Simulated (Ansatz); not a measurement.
# Amorphous SnO2 (72 atoms) under strain, part 4 of 4

How stiff is amorphous SnO2 (72 atoms), and how do its levels respond to strain?

Ansatz 0.2.0; Kohn-Sham DFT, r2SCAN, PAW (set soft_2), plane waves.

The cell: 24 Sn and 48 O. The quench rate of 50 K/ps is orders of magnitude faster than experiment. The network of bonds at the start is that of the classical potential that made the cell. Only the Γ point is sampled.

So far. Step 11 (Compressed by 1 % along x): The relaxation converged after 3 steps, 0.0315 eV below its start, with a largest force component of 0.040 eV/Å. Step 11 (Compressed by 1 % along x): Compressed by 1 % along x: the energy stands 0.0605 eV above that of the reference, at a pressure of 1.36 GPa.

## 12. Sheared by 2 % in xy

A shear of the relaxed cell gives the modulus that volume changes can't reach.

The input, input.yaml:

```yaml
crystal:
  lattice:
    - [9.67403, 0.11522, 0.13692]
    - [0.11623, 9.775, -0.26483]
    - [0.13427, -0.26346, 9.90318]
  atoms:
    [... the 72 atom lines of step 4 ...]
kpoints:
  mp_grid: { grid: [1, 1, 1] }
hamiltonian:
  xc: r2scan
scf:
  occupations: { method: fermi_dirac, width: 0.05 }
output:
  forces: true
  eigenvalues: true
  stress: true
relax:
  f_tol: 0.05
  max_steps: 70
```

On the command line:

```
$ ansatz run input.yaml --threads 4 --pin off --max-ram 8192MiB --backend cpu --events-out ev --progress --plain --runs-dir out
```

Numbers of over 12 decimals in the logs are rounded to 6 here.

Output:

```text
[...]
Crystal: 72 atoms, lattice volume = 935.485 Å³
Basis set: ecut = 500 eV, 23751 PW (Γ), exchange–correlation on 288×288×300 points (64 copies of the dense FFT grid, shifted against one another)
Bands: 384, of which v1, the nominal top of the filled ones, is band 312 counted from 1 (311 counted from 0)
Symmetry: 1 space group operations
[...]
k-points: 1
[...]
SCF iter   1: F=—  HF=-172207.873890 eV  |F-HF|=—  |Δ(HF+E_count)|=         —  Δρ=1.17e-2  dr2=1.15e0  dr2_τ=3.29e0  ethr=1.77e-3  ⟨swp⟩=5.0  Hψ=1410  notcnv=0  defer=42
[...]
SCF iter   6: F=—  HF=-172209.010680 eV  |F-HF|=—  |Δ(HF+E_count)|=   1.75e-4  Δρ=1.25e-4  dr2=1.33e-4  dr2_τ=1.76e-5  ethr=5.49e-8  ⟨swp⟩=2.0  Hψ=506  notcnv=0  defer=64
SCF iter   7: F=-172209.010662 eV  HF=-172209.010664 eV  |F-HF|=2.21e-6  |Δ(HF+E_count)|=   1.61e-5  Δρ=3.23e-5  dr2=8.10e-6  dr2_τ=9.87e-7  ethr=1.00e-8  ⟨swp⟩=11.0  Hψ=2050  notcnv=0
SCF 1 converged in 7 iterations: F = -172209.010662 eV  dr2 = 8.10e-6
[...]
relax step   1: F+E_penalty+E_count = -172209.01066201 eV  Δ(F+E_penalty+E_count) = +0.000e0 eV  max|allowed force component| = 3.932e-1 eV/Å  Δτ_max = 0.0000 Å  (7 SCF iters, dr2 threshold 6.25e-5 eV, accepted)
[...]
relax step   2: F+E_penalty+E_count = -172209.05905513 eV  Δ(F+E_penalty+E_count) = -4.839e-2 eV  max|allowed force component| = 1.766e-1 eV/Å  Δτ_max = 0.0264 Å  (7 SCF iters, dr2 threshold 9.66e-6 eV, accepted)
[...]
relax step   3: F+E_penalty+E_count = -172209.07285254 eV  Δ(F+E_penalty+E_count) = -1.380e-2 eV  max|allowed force component| = 6.513e-2 eV/Å  Δτ_max = 0.0140 Å  (7 SCF iters, accepted)
relax step   4: F+E_penalty+E_count = -172209.02743684 eV  Δ(F+E_penalty+E_count) = +4.542e-2 eV  max|allowed force component| = 1.934e-1 eV/Å  Δτ_max = 0.1457 Å  (10 SCF iters, rejected (line search))
[...]
relax step   5: F+E_penalty+E_count = -172209.08027559 eV  Δ(F+E_penalty+E_count) = -7.423e-3 eV  max|allowed force component| = 3.498e-2 eV/Å  Δτ_max = 0.0405 Å  (10 SCF iters, accepted)
[...]
SCF iter   2: F=-172209.080276 eV  HF=-172209.080276 eV  |F-HF|=2.33e-9  |Δ(HF+E_count)|=   2.15e-9  Δρ=6.36e-7  dr2=3.66e-9  dr2_τ=7.00e-10  ethr=3.08e-12  ⟨swp⟩=3.0  Hψ=855  notcnv=0
SCF 6 converged in 2 iterations: F = -172209.080276 eV  dr2 = 3.66e-9
SCF converged after 2 iterations
Free energy (F): -172209.080276 eV
[...]
Internal energy: -172209.080129 eV  (E = F + TS)
E sigma→0 (E₀):  -172209.080202 eV
Entropy (-TS):   -0.000147 eV (-0.002 meV/atom)
Fermi energy:    8.617205 eV
[...]
Σ components = -172209.080276   (vs F -172209.080276, Δ=0.00e0)
--- Forces (eV/Å), atoms counted from 1 ---
  atom   1  Sn     0.00020408     0.00960574     0.00961372
  atom   2  Sn     0.03498273     0.00186814     0.00234121
  atom   3  Sn    -0.01108578    -0.01722093    -0.03487134
  atom   4  Sn    -0.00061426     0.00024949    -0.00873798
[...]
atom  72  O      0.00555990    -0.01404510     0.00018768
  max |Σ_I F_I| component: 8.25e-5 eV/Å
--- Stress (GPa, compression-positive) ---
        0.313584      -1.072001      -0.022476
       -1.072001       0.053562      -0.106579
       -0.022475      -0.106579      -0.300661
  P = ⅓ Tr σ = 0.0222 GPa (0.222 kbar)
--- Band table (eV) ---
[...]
--- Relaxed structure (5 steps of the walk, 4 accepted, 0 SCFs on fresh bases) ---
  F+E_penalty+E_count = -172209.08027559 eV   max|allowed force component| = 3.498e-2 eV/Å
  atoms:
    - { symbol: Sn, position: [0.732795, 0.673312, 0.333687] }
    - { symbol: Sn, position: [0.045580, 0.222634, 0.425059] }
    - { symbol: Sn, position: [0.518706, 0.170290, 0.073474] }
    - { symbol: Sn, position: [0.765538, 0.472229, 0.578458] }
[...]
- { symbol: O, position: [0.190494, 0.360348, 0.365224] }
```

It took 1.7 min on 4 threads of Intel Xeon Platinum 8488C (Sapphire Rapids), shared host; peak memory 2.6 GiB.

The relaxation converged after 5 steps, 0.0696 eV below its start, with a largest force component of 0.035 eV/Å.

Sheared by 2 % in xy: the energy stands 0.0613 eV above that of the reference, at a pressure of 0.0222 GPa.

## 13. Pressure against volume

Atoms are relaxed at each volume, in the scaled cell.

```
volume change (%)  volume (Å³/atom)  energy change (meV/atom)  pressure (GPa)  largest move on relaxing (Å)  bonds  gap (eV)
              -10            11.695                     37.89           10.26                          1.01    142                1.36
               -6            12.215                     13.18            5.04                          0.81    140                1.29
               -3            12.604                      4.12            3.23                          0.22    138                1.10
               +0            12.994                      0.00            0.00                             -    137                1.00
               +3            13.384                      3.73           -2.90                          0.24    136               0.965
               +6            13.774                     13.71           -5.36                          0.46    135               0.891
```

## 14. Uniaxial strain and shear

Stress (GPa, compression positive) less that of the relaxed cell, atoms relaxed:

```
                   strain      xx      yy      zz      xy  energy change (meV/atom)
 stretched by 1 % along x  -2.037  -0.959  -0.931   0.149                      0.81
compressed by 1 % along x   2.134   0.991   0.961  -0.159                      0.84
     sheared by 2 % in xy   0.318   0.052  -0.295  -1.079                      0.85
```

## 15. What came out

The bulk modulus, from the slope of pressure against ln V over the three points nearest the relaxed volume, is 102 GPa; between neighbouring points the slope runs 120, 58, 106, 98 and 86 GPa from the smallest volume up, without a steady fall, so no pressure derivative is given. The count of bonds runs from 135 to 142 over the series, so at some points contacts cross the cutoffs. At -10 % and -6 % some atom moved by over 0.5 Å on relaxing, so those points may sit in another local minimum. The gap goes from 1.36 eV at the smallest volume to 0.891 eV at the largest, -3.0 eV per unit of ln V by a straight line, on the run's k-points. In the Cartesian axes of the cell, finite differences give C11 = 209, C12 = 97.5, C13 = 94.6 and C66 = 54.0 GPa (the shear of 2 % is the engineering strain, εxy = 0.01). The mean of C11, C12 and C13, which equals the bulk modulus in a cubic or isotropic solid, is 134 GPa: it lies 31 % over the bulk modulus from the volumes. For an isotropic solid C66 would equal (C11 − C12)/2 = 55.5 GPa; so small a sample needn't be isotropic, and C66 rests on one shear. With the bulk modulus and C66 as K and G, Young's modulus would be about 138 GPa and Poisson's ratio 0.28.

Caveats: Strains are finite and relaxations stop at the force tolerance of the input, which can leave moduli too stiff; they are those of a static cell at zero temperature. Volumes are changed with the cell's shape held, so in an anisotropic solid the modulus lies over the one under free hydrostatic load. The program notes that the SCF threshold of the relaxations is loose for the stress.

The DFT runs together took 24 min of wall time.

[Logs are printed without paths, hosts, clocks, repeated set-up lines and the standing remarks that a program may print on its own settings, such as how far it seeks lower states.]

[Hosts, paths, dates, database ids (printed as entryN), source tags and the programs' standing remarks are cut or masked in the printed files.]
